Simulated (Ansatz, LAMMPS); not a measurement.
**Electronic structure of amorphous polydimethylsiloxane (as short chains C32Si15O14H96) at 250 K (471 atoms)**

What does DFT give for amorphous polydimethylsiloxane (as short chains C32Si15O14H96) at 250 K (471 atoms) as built?

Method: Kohn-Sham DFT, LDA, PAW (set soft_2), plane waves, in Ansatz 0.2.0.

**1. Starting point**

The cell holds 471 atoms: 96 C, 45 Si, 42 O and 288 H. Cell: a = 17.866 Å, b = 17.866 Å, c = 17.866 Å, α = 90.0°, β = 90.0°, γ = 90.0°. 3 polydimethylsiloxane chains of 14 units with methyl end groups placed at random, at 0.984 g/cm³; overlaps pushed apart, then 20 ps at 800 K with MMFF94 bonds, angles, torsions, charges and radii (Halgren, J. Comput. Chem. 17, 490 (1996)) in harmonic and 12-6 forms. Snapshot after 30 ps at 250 K and fixed volume.

Limits known from the start: The network of contacts between molecules at the start is that of the classical potential that made the cell, and needn't be the one that DFT or experiment would give. The functional has no dispersion term, which matters for the binding between molecules or layers, where LDA binds through overlap of densities alone. The density was typed from a rule of thumb and may lie off the real one at this temperature. The Brillouin zone is sampled at Γ only, in a cell whose shortest periodic width is 18 Å.

**2. Making the structure**

A classical potential supplies the starting structure, since it reaches far longer times than DFT.

This step: classical MD, MMFF94 bonds, angles, torsions, charges and radii (Halgren, J. Comput. Chem. 17, 490 (1996)) in harmonic and 12-6 forms; charges of ions scaled by 0.8 (LAMMPS 22 Jul 2025 - Update 4).

in.lmp

```
# amorphous polydimethylsiloxane
units real
atom_style full
boundary p p p
bond_style harmonic
angle_style harmonic
dihedral_style opls
improper_style harmonic
special_bonds lj 0 0 0.5 coul 0 0 0.75
read_data data.lmp
neigh_modify delay 0 every 1 check yes one 4000
comm_modify cutoff 12.0
timestep 0.5
thermo_style custom step time temp pe press density
thermo_modify norm yes
# push overlapping molecules apart
pair_style soft 2.6
pair_coeff * * 0.0
variable a equal ramp(1,60)
fix ad all adapt 1 pair soft a * * v_a
velocity all create 800 785886 mom yes dist gaussian
fix lim all nve/limit 0.03
fix lan all langevin 800 800 50 785887 zero yes
thermo 1000
run 3000 post no
unfix ad
pair_style lj/cut/coul/long 9.0
pair_modify mix arithmetic tail yes
pair_coeff 1 1 0.0678 3.3680   # C
pair_coeff 2 2 0.2508 4.1360   # Si
pair_coeff 3 3 0.0763 3.0430   # O
pair_coeff 4 4 0.0216 2.5400   # H
kspace_style pppm 1.0e-4
thermo 100
# [... 16 lines left out ...]
compute msd all msd com yes
thermo 7500
fix md all nvt temp 250 250 100
run 30000 post no
print "== T250: mean square displacement over the hold $(c_msd[4]:%.2f) A^2"
unfix md
uncompute msd
write_dump all custom T250.dump id type xs ys zs modify sort id
```

Command:

```sh
> lmp -in in.lmp -log none -nocite
```

The program printed:

```text
LAMMPS (22 Jul 2025 - Update 4)
Reading data file ...
  orthogonal box = (0 0 0) to (17.86571 17.86571 17.86571)
  471 atoms
  orthogonal box = (0 0 0) to (17.86571 17.86571 17.86571)
  468 bonds
  888 angles
  1116 dihedrals
   Step          Time           Temp          PotEng         Press         Density
         0   0              800            0.77265538    -5668.7099      0.9839993
      1000   500            639.24218      3.2584462      13026.133      0.9839993
      2000   1000           638.09235      3.2406225      22553.502      0.9839993
      3000   1500           584.76501      3.2754715      18204.366      0.9839993
Loop time of 1.32004 s on 1 MPI rank(s) for 3000 steps with 471 atoms
PPPM initialization ...
  G vector (1/distance) = 0.26882222
  grid = 8 8 8
  estimated relative force accuracy = 6.5216476e-05
   Step          Time           Temp          PotEng         Press         Density
      3000   1500           584.76501      2.307801e+11   5.2280838e+15  0.9839993
      3100   1550           584.76501     -2.7062723      9038.7358      0.9839993
      3200   1600           584.76501     -2.9124358      7374.7027      0.9839993
      3300   1650           584.76501     -2.9435779      6972.2758      0.9839993
Loop time of 1.75476 s on 1 MPI rank(s) for 300 steps with 471 atoms
Minimization stats:
  Stopping criterion = max iterations
  Energy initial, next-to-last, final =
      230780096661.627  -2.94336757597398  -2.94357788268966
  Force two-norm initial, final = 6.5902867e+15 10.576223
  Iterations, force evaluations = 300 568
   Step          Time           Temp          PotEng         Press         Density
         0   0              800           -2.9435779      9389.5006      0.9839993
      1000   500            629.84454     -1.0869281      4218.9687      0.9839993
      2000   1000           614.57463     -1.1272606     -1045.1737      0.9839993
Loop time of 4.58862 s on 1 MPI rank(s) for 2000 steps with 471 atoms
   Step          Time           Temp          PotEng         Press         Density
      2000   1000           614.57463     -1.1272606     -1045.1737      0.9839993
[... 5 lines left out ...]
Loop time of 49.4927 s on 1 MPI rank(s) for 20000 steps with 471 atoms
   Step          Time           Temp          PotEng         Press         Density
[... 4 lines left out ...]
Loop time of 47.9849 s on 1 MPI rank(s) for 20000 steps with 471 atoms
   Step          Time           Temp          PotEng         Press         Density
[... 2 lines left out ...]
     52500   51500          266.2308      -2.2374587     -535.64915      0.9839993
     60000   59000          243.00536     -2.256599       889.78574      0.9839993
     67500   66500          249.302       -2.2244099      71.584369      0.9839993
     72000   71000          261.28613     -2.2452088     -4564.3081      0.9839993
Loop time of 69.7331 s on 1 MPI rank(s) for 30000 steps with 471 atoms
== T250: mean square displacement over the hold 7.31 A^2
```

Wall time 2.9 min (1 thread of Intel Xeon Platinum 8259CL at 2.50GHz (Skylake/Cascade Lake), shared host); peak memory 0.15 GiB.

The input also reads data.lmp (atoms, bonds and types; not printed here).

**3. Plane-wave single point**

One self-consistent run at the given positions yields energy and forces.

input.yaml

```yaml
crystal:
  lattice:
    - [17.86571, 0.0, 0.0]
    - [0.0, 17.86571, 0.0]
    - [0.0, 0.0, 17.86571]
  atoms:
    - { symbol: C, position: [0.09557, 0.61215, 0.97625] }
    - { symbol: Si, position: [0.09434, 0.69875, 0.0342] }
    - { symbol: C, position: [0.02475, 0.75482, 0.98996] }
    - { symbol: C, position: [0.18537, 0.73939, 0.03013] }
    - { symbol: O, position: [0.06891, 0.68407, 0.12541] }
    - { symbol: Si, position: [0.09087, 0.63607, 0.20369] }
    - { symbol: C, position: [0.04654, 0.54204, 0.19443] }
    - { symbol: C, position: [0.18846, 0.63149, 0.20984] }
    - { symbol: O, position: [0.06022, 0.68642, 0.27488] }
    - { symbol: Si, position: [0.98906, 0.7358, 0.29646] }
    - { symbol: C, position: [0.93375, 0.7706, 0.21773] }
    - { symbol: C, position: [0.01558, 0.81392, 0.3513] }
    - { symbol: O, position: [0.93115, 0.68195, 0.34866] }
    - { symbol: Si, position: [0.93809, 0.6136, 0.41204] }
    - { symbol: C, position: [0.93268, 0.64577, 0.51231] }
    - { symbol: C, position: [0.0149, 0.55311, 0.40078] }
    - { symbol: O, position: [0.86379, 0.56354, 0.39411] }
    - { symbol: Si, position: [0.82053, 0.48854, 0.42698] }
    - { symbol: C, position: [0.80874, 0.49708, 0.52785] }
    - { symbol: C, position: [0.73043, 0.47777, 0.38082] }
    - { symbol: O, position: [0.87504, 0.41353, 0.41452] }
    - { symbol: Si, position: [0.90119, 0.33583, 0.46287] }
    - { symbol: C, position: [0.81793, 0.28528, 0.49639] }
    - { symbol: C, position: [0.95568, 0.36094, 0.54519] }
    - { symbol: O, position: [0.94879, 0.28706, 0.40237] }
    - { symbol: Si, position: [0.00654, 0.29677, 0.33179] }
    - { symbol: C, position: [0.96391, 0.35393, 0.25809] }
    - { symbol: C, position: [0.08709, 0.34331, 0.37124] }
    - { symbol: O, position: [0.03147, 0.21436, 0.30208] }
    - { symbol: Si, position: [0.10352, 0.17605, 0.26044] }
    - { symbol: C, position: [0.13253, 0.24327, 0.19033] }
    - { symbol: C, position: [0.07754, 0.08274, 0.22687] }
    [... 433 atom lines left out ...]
    - { symbol: H, position: [0.83239, 0.23522, 0.30235] }
    - { symbol: H, position: [0.74732, 0.26007, 0.25346] }
    - { symbol: H, position: [0.82827, 0.2311, 0.20016] }
    - { symbol: H, position: [0.65603, 0.13725, 0.35396] }
    - { symbol: H, position: [0.69945, 0.04968, 0.35468] }
    - { symbol: H, position: [0.74026, 0.12227, 0.39749] }
kpoints:
  mp_grid: { grid: [1, 1, 1] }
hamiltonian:
  xc: lda
scf:
  occupations: { method: fermi_dirac, width: 0.05 }
output:
  forces: true
  stress: true
  populations: true
  dos:
    method: { smearing: { sigma: 0.08 } }
    de: 0.1
    projected: { site_lists: { C: [C], H: [H], O: [O], Si: [Si] } }
  eigenvalues: true
  write_density: true
  write_potential: true
  volumetric_format: npy
```

Command:

```sh
> ansatz run input.yaml --threads 8 --pin off --max-ram 15872MiB --backend cpu --events-out ev --progress --plain --runs-dir out
```

The program printed:

```text
Engine: ansatz 0.2.0, x86_64-unknown-linux-gnu
Pseudopotentials: kind: paw
Pseudopotential: C, paw, valence charge 4, recommended cutoff 420 eV (normal), C.paw.azcp
Pseudopotential: Si, paw, valence charge 4, recommended cutoff 420 eV (normal), Si.paw.azcp
Pseudopotential: O, paw, valence charge 6, recommended cutoff 420 eV (normal), O.paw.azcp
Pseudopotential: H, paw, valence charge 1, recommended cutoff 420 eV (normal), H.paw.azcp
[... 3 lines on functional and potentials left out ...]
Crystal: 471 atoms, lattice volume = 5702.442 Å³
Basis set: ecut = 420 eV, 111539 PW (Γ)
Bands: 1023, of which v1, the nominal top of the filled ones, is band 552 counted from 1 (551 counted from 0)
Symmetry: 1 space group operations
Space group: P1 (ITA 1), of the structure as read, at distance tolerance 1.8e-4 Å
k-points: 1
[... 12 lines on functional and potentials left out ...]
Initial density: superposition of atomic densities (neutral atoms: chi_scale 0, normalization atom), corrected by the library's trained network
Initial wavefunctions: pseudopotential atomic-orbital guess
Functional: x = slater, c = lda
SCF iter   1: F=—  HF=-78658.456023 eV  |F-HF|=—  |Δ(HF+E_count)|=         —  Δρ=8.40e-3  dr2=3.08e0  ethr=1.77e-3  ⟨swp⟩=5.0  Hψ=4454  notcnv=0  defer=417
preconditioner: auto → Resta (q_TF=auto, 2.075 Å⁻¹)  ε∞=2.3  [insulator: Δε(μ)=4.406 eV  Ē_g=14.286 eV  σ=0.050 eV  W_gap=1.00  n_scr=846 (ndim 8)  ℏωp=16.3 eV  f_vac=0.262  D(μ)=0.00/eV (n_scr^D=0)  ε∞_Penn≈2.3]
SCF iter   2: F=—  HF=-78657.655601 eV  |F-HF|=—  |Δ(HF+E_count)|=   8.00e-1  Δρ=3.59e-3  dr2=5.72e-1  ethr=2.79e-4  ⟨swp⟩=3.0  Hψ=1736  notcnv=0  defer=464
SCF iter   3: F=—  HF=-78657.554232 eV  |F-HF|=—  |Δ(HF+E_count)|=   1.01e-1  Δρ=1.70e-3  dr2=1.54e-1  ethr=5.18e-5  ⟨swp⟩=2.0  Hψ=1117  notcnv=0  defer=464
SCF iter   4: F=—  HF=-78657.535990 eV  |F-HF|=—  |Δ(HF+E_count)|=   1.82e-2  Δρ=3.39e-4  dr2=1.10e-2  ethr=1.40e-5  ⟨swp⟩=2.0  Hψ=1110  notcnv=0  defer=464
SCF iter   5: F=—  HF=-78657.542714 eV  |F-HF|=—  |Δ(HF+E_count)|=   6.72e-3  Δρ=1.92e-4  dr2=2.55e-3  ethr=9.97e-7  ⟨swp⟩=2.0  Hψ=1090  notcnv=0  defer=464
SCF iter   6: F=—  HF=-78657.544012 eV  |F-HF|=—  |Δ(HF+E_count)|=   1.30e-3  Δρ=8.75e-5  dr2=5.10e-4  ethr=2.31e-7  ⟨swp⟩=2.0  Hψ=1111  notcnv=0  defer=464
SCF iter   7: F=—  HF=-78657.544408 eV  |F-HF|=—  |Δ(HF+E_count)|=   3.96e-4  Δρ=3.50e-5  dr2=8.96e-5  ethr=4.62e-8  ⟨swp⟩=2.0  Hψ=1111  notcnv=0  defer=464
SCF iter   8: F=—  HF=-78657.544681 eV  |F-HF|=—  |Δ(HF+E_count)|=   2.73e-4  Δρ=8.08e-6  dr2=6.84e-6  ethr=8.11e-9  ⟨swp⟩=2.0  Hψ=1574  notcnv=0  defer=464
SCF iter   9: F=—  HF=-78657.544704 eV  |F-HF|=—  |Δ(HF+E_count)|=   2.33e-5  Δρ=6.35e-6  dr2=2.23e-6  ethr=6.20e-10  ⟨swp⟩=2.0  Hψ=1111  notcnv=0  defer=464
SCF iter  10: F=—  HF=-78657.544706 eV  |F-HF|=—  |Δ(HF+E_count)|=   2.11e-6  Δρ=3.40e-6  dr2=6.07e-7  ethr=2.02e-10  ⟨swp⟩=2.0  Hψ=1111  notcnv=0  defer=464
SCF iter  11: F=-78657.544707 eV  HF=-78657.544707 eV  |F-HF|=1.51e-7  |Δ(HF+E_count)|=   5.23e-7  Δρ=5.77e-7  dr2=3.44e-8  ethr=9.06e-12  ⟨swp⟩=24.0  Hψ=10421  notcnv=0
SCF 1 converged in 11 iterations: F = -78657.544707 eV  dr2 = 3.44e-8
  greatest PAW one-centre occupation: 0.861 electrons in one spin orbital (limit 2), on the O atom at site 201 (counted from 0), in its partial waves of l = 0
WARN: The input density's exchange-correlation potential varies sharply where the density is thin. Do not read a vacuum level from v_tot or v_xc, or from such a field of the output density. On a cell that repeats whose density bears no net charge and no dipole along the vacuum's axis use v_es (v_loc + v_h of the components); [...]
SCF converged after 11 iterations
Free energy (F): -78657.544707 eV
Harris-Foulkes:  -78657.544707 eV  (|F-HF|=1.51e-7)
Internal energy: -78657.544707 eV  (E = F + TS)
E sigma→0 (E₀):  -78657.544707 eV
Fermi energy:    0.613725 eV
--- Per-component energies (eV) ---
  E_band       = -8095.087118
  E_kinetic    = 22135.350292
  E_local      = -83221.627121  (includes V_loc(G=0)·N_el)
  E_nonlocal   = 6476.869077
  E_hartree    = 32128.058793
  E_xc         = -12645.403073
  E_vxc        = -15069.437423  (∫ρ·V_xc dr)
  E_paw        = -37087.154387  (= ΣΔE_a)
  E_vpaw       = -2672.088588  (= ΣTr[D̂ρ^β])
  E_aug_tail   = -0.264668  (compensation charges beyond the density's cutoff)
  E_ewald      = -6457.271125
  E_core_change = 13.897505  (= ΣΔE_core)
  E_smearing   = -0.000000  (= −TS)
  E_closure    = 0.000000  (closes the sum)
  Σ components = -78657.544707   (vs F -78657.544707, Δ=0.00e0)
--- Forces (eV/Å), atoms counted from 1 ---
  atom   1  C     -1.66307363    -0.52878717     1.59923245
  atom   2  Si    -0.55977729    -1.57334517     1.65774189
  atom   3  C     -0.06108075     0.80521105    -1.73679624
  atom   4  C      1.38845011     0.95455680    -0.58174812
  atom   5  O      0.45352697    -0.43202417    -0.66510381
  atom   6  Si    -2.34469069     0.93109631    -1.93389909
  atom   7  C     -0.09151233    -0.68840088     0.79848871
  atom   8  C      1.62208247     0.57697393     0.29948281
  atom   9  O      0.97826680    -0.96956152    -0.77049624
  atom  10  Si    -2.47252203    -0.89726730     0.18848525
  atom  11  C      1.93285245    -0.54400132    -1.36645106
  atom  12  C      1.96753425     0.69275035     0.83629758
  atom  13  O      1.15904015    -0.10407924     0.36984370
  atom  14  Si    -1.76077780     1.49496928     0.12032726
[...]
atom 470  H     -0.21651957    -0.79797117    -0.24908316
  atom 471  H      0.67734799     0.46127229     0.95356990
  max |Σ_I F_I| component: 4.41e-4 eV/Å
--- Stress (GPa, compression-positive) ---
        0.980761      -0.202826       0.268229
       -0.202826       0.496470       0.224522
        0.268229       0.224522       0.355961
  P = ⅓ Tr σ = 0.6111 GPa (6.111 kbar)
--- Band table (eV) ---
  k-point 0: bands = ["-20.3541", "-20.3394", "-20.2545", "-20.1993", [... 1007 levels ...], "9.7107", "9.7181", "9.7364", "9.7422", "9.7705", "9.7820", "9.7973", "9.7985", "9.8109", "9.8149", "9.8302", "9.8587"]
--- Löwdin populations: 471 sites ---
  site symbol       q [e]
     0      C      4.8400
     1     Si      2.6290
     2      C      4.8674
[...]
470      H      0.7862
  spilling = 0.012869 (of n_electrons = 1104.000000)
```

Wall time 2.3 min (8 threads of Intel Xeon Platinum 8259CL at 2.50GHz (Skylake/Cascade Lake), shared host); peak memory 10 GiB; 18 min of CPU time.

The program notes that the exchange-correlation potential is rough where the density is thin.

The run gave:

| Item | Value |
| --- | --- |
| free energy | -78657.5447 eV |
| free energy per atom | -167.0012 eV/atom |
| SCF cycles | 11 |
| pressure | 0.6111 GPa |
| r.m.s. force component | 0.7671 eV/Å |
| longest force | 3.367 eV/Å |
| Fermi energy | 0.6137 eV |
| gap (highest filled to lowest empty level) | 4.23 eV |
| spilling of the projection | 0.01287 |

Length of the force by element:

| element | coordination | atoms | mean length of the force (eV/Å) | spread | least | most |
| --- | --- | --- | --- | --- | --- | --- |
| C | all | 96 | 1.63 | 0.638 | 0.160 | 3.37 |
| H | all | 288 | 0.916 | 0.598 | 0.0834 | 3.08 |
| O | all | 42 | 1.11 | 0.449 | 0.502 | 2.59 |
| Si | all | 45 | 1.59 | 0.666 | 0.463 | 3.21 |

Löwdin charges by element (they lack the spilled electrons, 0.030 e an atom on average):

```csv
element,coordination,atoms,mean charge (e),spread,least,most
C,all,96,-0.839,0.0205,-0.892,-0.791
H,all,288,0.210,0.0118,0.184,0.246
O,all,42,-0.765,0.0057,-0.777,-0.752
Si,all,45,1.47,0.0474,1.33,1.53
```

Density of states as counts of states in windows of 1 eV (from the Fermi level), total and the larger projections:

```csv
from (eV),to (eV),total,C p,H s,O p,Si p,C s
-18,-15,0.0,0.0,0.0,0.0,0.0,0.0
-15,-14,3.3,0.0,1.1,0.1,0.2,1.6
-14,-13,100.3,0.7,33.3,1.8,5.7,48.6
-13,-12,88.3,1.0,32.1,0.3,7.2,45.9
-12,-11,0.0,0.0,0.0,0.0,0.0,0.0
-11,-10,13.7,1.1,1.0,7.3,0.8,0.8
-10,-9,28.5,2.7,1.7,15.3,1.8,1.1
-9,-8,24.8,3.2,1.2,13.6,2.5,0.4
-8,-7,29.9,8.8,3.7,11.2,3.7,0.1
-7,-6,199.3,100.8,51.1,23.4,14.8,0.8
-6,-5,234.0,124.0,67.8,26.7,9.3,0.5
-5,-4,131.9,52.0,24.5,42.9,8.6,0.5
-4,-3,95.4,28.5,5.9,51.6,5.0,1.4
-3,-2,70.5,36.6,3.8,21.4,4.2,2.6
-2,-1,0.1,0.0,0.0,0.0,0.0,0.0
-1,2,0.0,0.0,0.0,0.0,0.0,0.0
2,3,14.3,0.5,5.5,0.1,0.5,3.2
3,4,69.5,4.7,22.5,0.8,7.5,8.6
4,5,149.3,11.8,36.5,2.9,29.8,9.4
```

The curve was stored every 0.100 eV, coarse against its broadening of 0.08 eV, so these counts are rough.

Between -21 and -18 eV lie 84 more states.

The levels nearest the highest filled one (over half full), pooled over k-points and spins:

```csv
level less the highest filled one (eV),occupation
-0.344,2
-0.290,2
-0.254,2
-0.163,2
-0.143,2
0,2
4.23,0
4.73,0
4.76,0
4.81,0
4.83,0
4.92,0
```

Electrostatic potential energy in the ac plane at fractional y = 0.006, with atoms of H and C and O and Si within 0.2 Å of it. With pseudopotentials it is smooth inside the atoms' cores, unlike the true potential.

Ten even steps from '0' (-33 eV) to '9' (5 eV), each cell a mean:
```
9999985348999999999999999863369999999999999999999999
9999999999999999999999877754589999999999999999999999
7999999999999999999997101787887568899999999999999986
2568999999999986789876447999998338999999999999999972
0007889999999982014730037899999989999997434526999984
5678999999999985336864445799999999999997101679999930
9999999999999999999998742543799999999999888999999988
9999999999999999999999888987899999999999989999999999
9999998888644676899999999999999999999999656777899999
8899999988200265899999999999999889999999644101267899
5578999999625899999999877888999899999999985100266787
5557899999878999999998400322899999999999987667899987
7325889999999999999999744799999999999997135246899998
6788999999999999999999999999999999999999888852699997
8999999999999999999999999999999999999999999999999999
9999999999999999999999995489999999999999999999999999
9999999999999999999999995589999999999999999999999999
9988899999999999999999999999999999999999999417999999
9999999999999999999999999999885489999999999889999999
9999999999999999999999999734225799999999999999999999
9999999999999999999999999877445678999999999999999999
9999999998999999999999999998720014899999999999999999
9999998751599999999999999997520015899999999999999999
9999870004899999999999999940006778999999999999999999
```
Columns run along a (17.9 Å; values clipped at the 3rd and 97th percentile), rows up along c (17.9 Å). Atoms in or near the plane, at fractional coordinates: H at (0.51, 0.52), H at (0.47, 0.32), C at (0.14, 0.00), C at (0.02, 0.81), C at (0.22, 0.60), C at (0.79, 0.77), C at (0.32, 0.79), O at (0.53, 0.01), Si at (0.59, 0.07), H at (0.17, 0.05), H at (0.98, 0.76), H at (0.98, 0.86), H at (0.86, 0.44), H at (0.77, 0.47) and more.

(Continued in part 2 of 2.)

[Logs are printed without paths, hosts, clocks, repeated set-up lines and the standing remarks that a program may print on its own settings, such as how far it seeks lower states.]

[Hosts, paths, dates, database ids (printed as entryN), source tags and the programs' standing remarks are cut or masked in the printed files.]

[The MMFF94 radii named for the starting cell were scaled by 0.96; in molecules described by MMFF94, hydrogen bound to N, O or S took a small fixed 12-6 site in their place.]
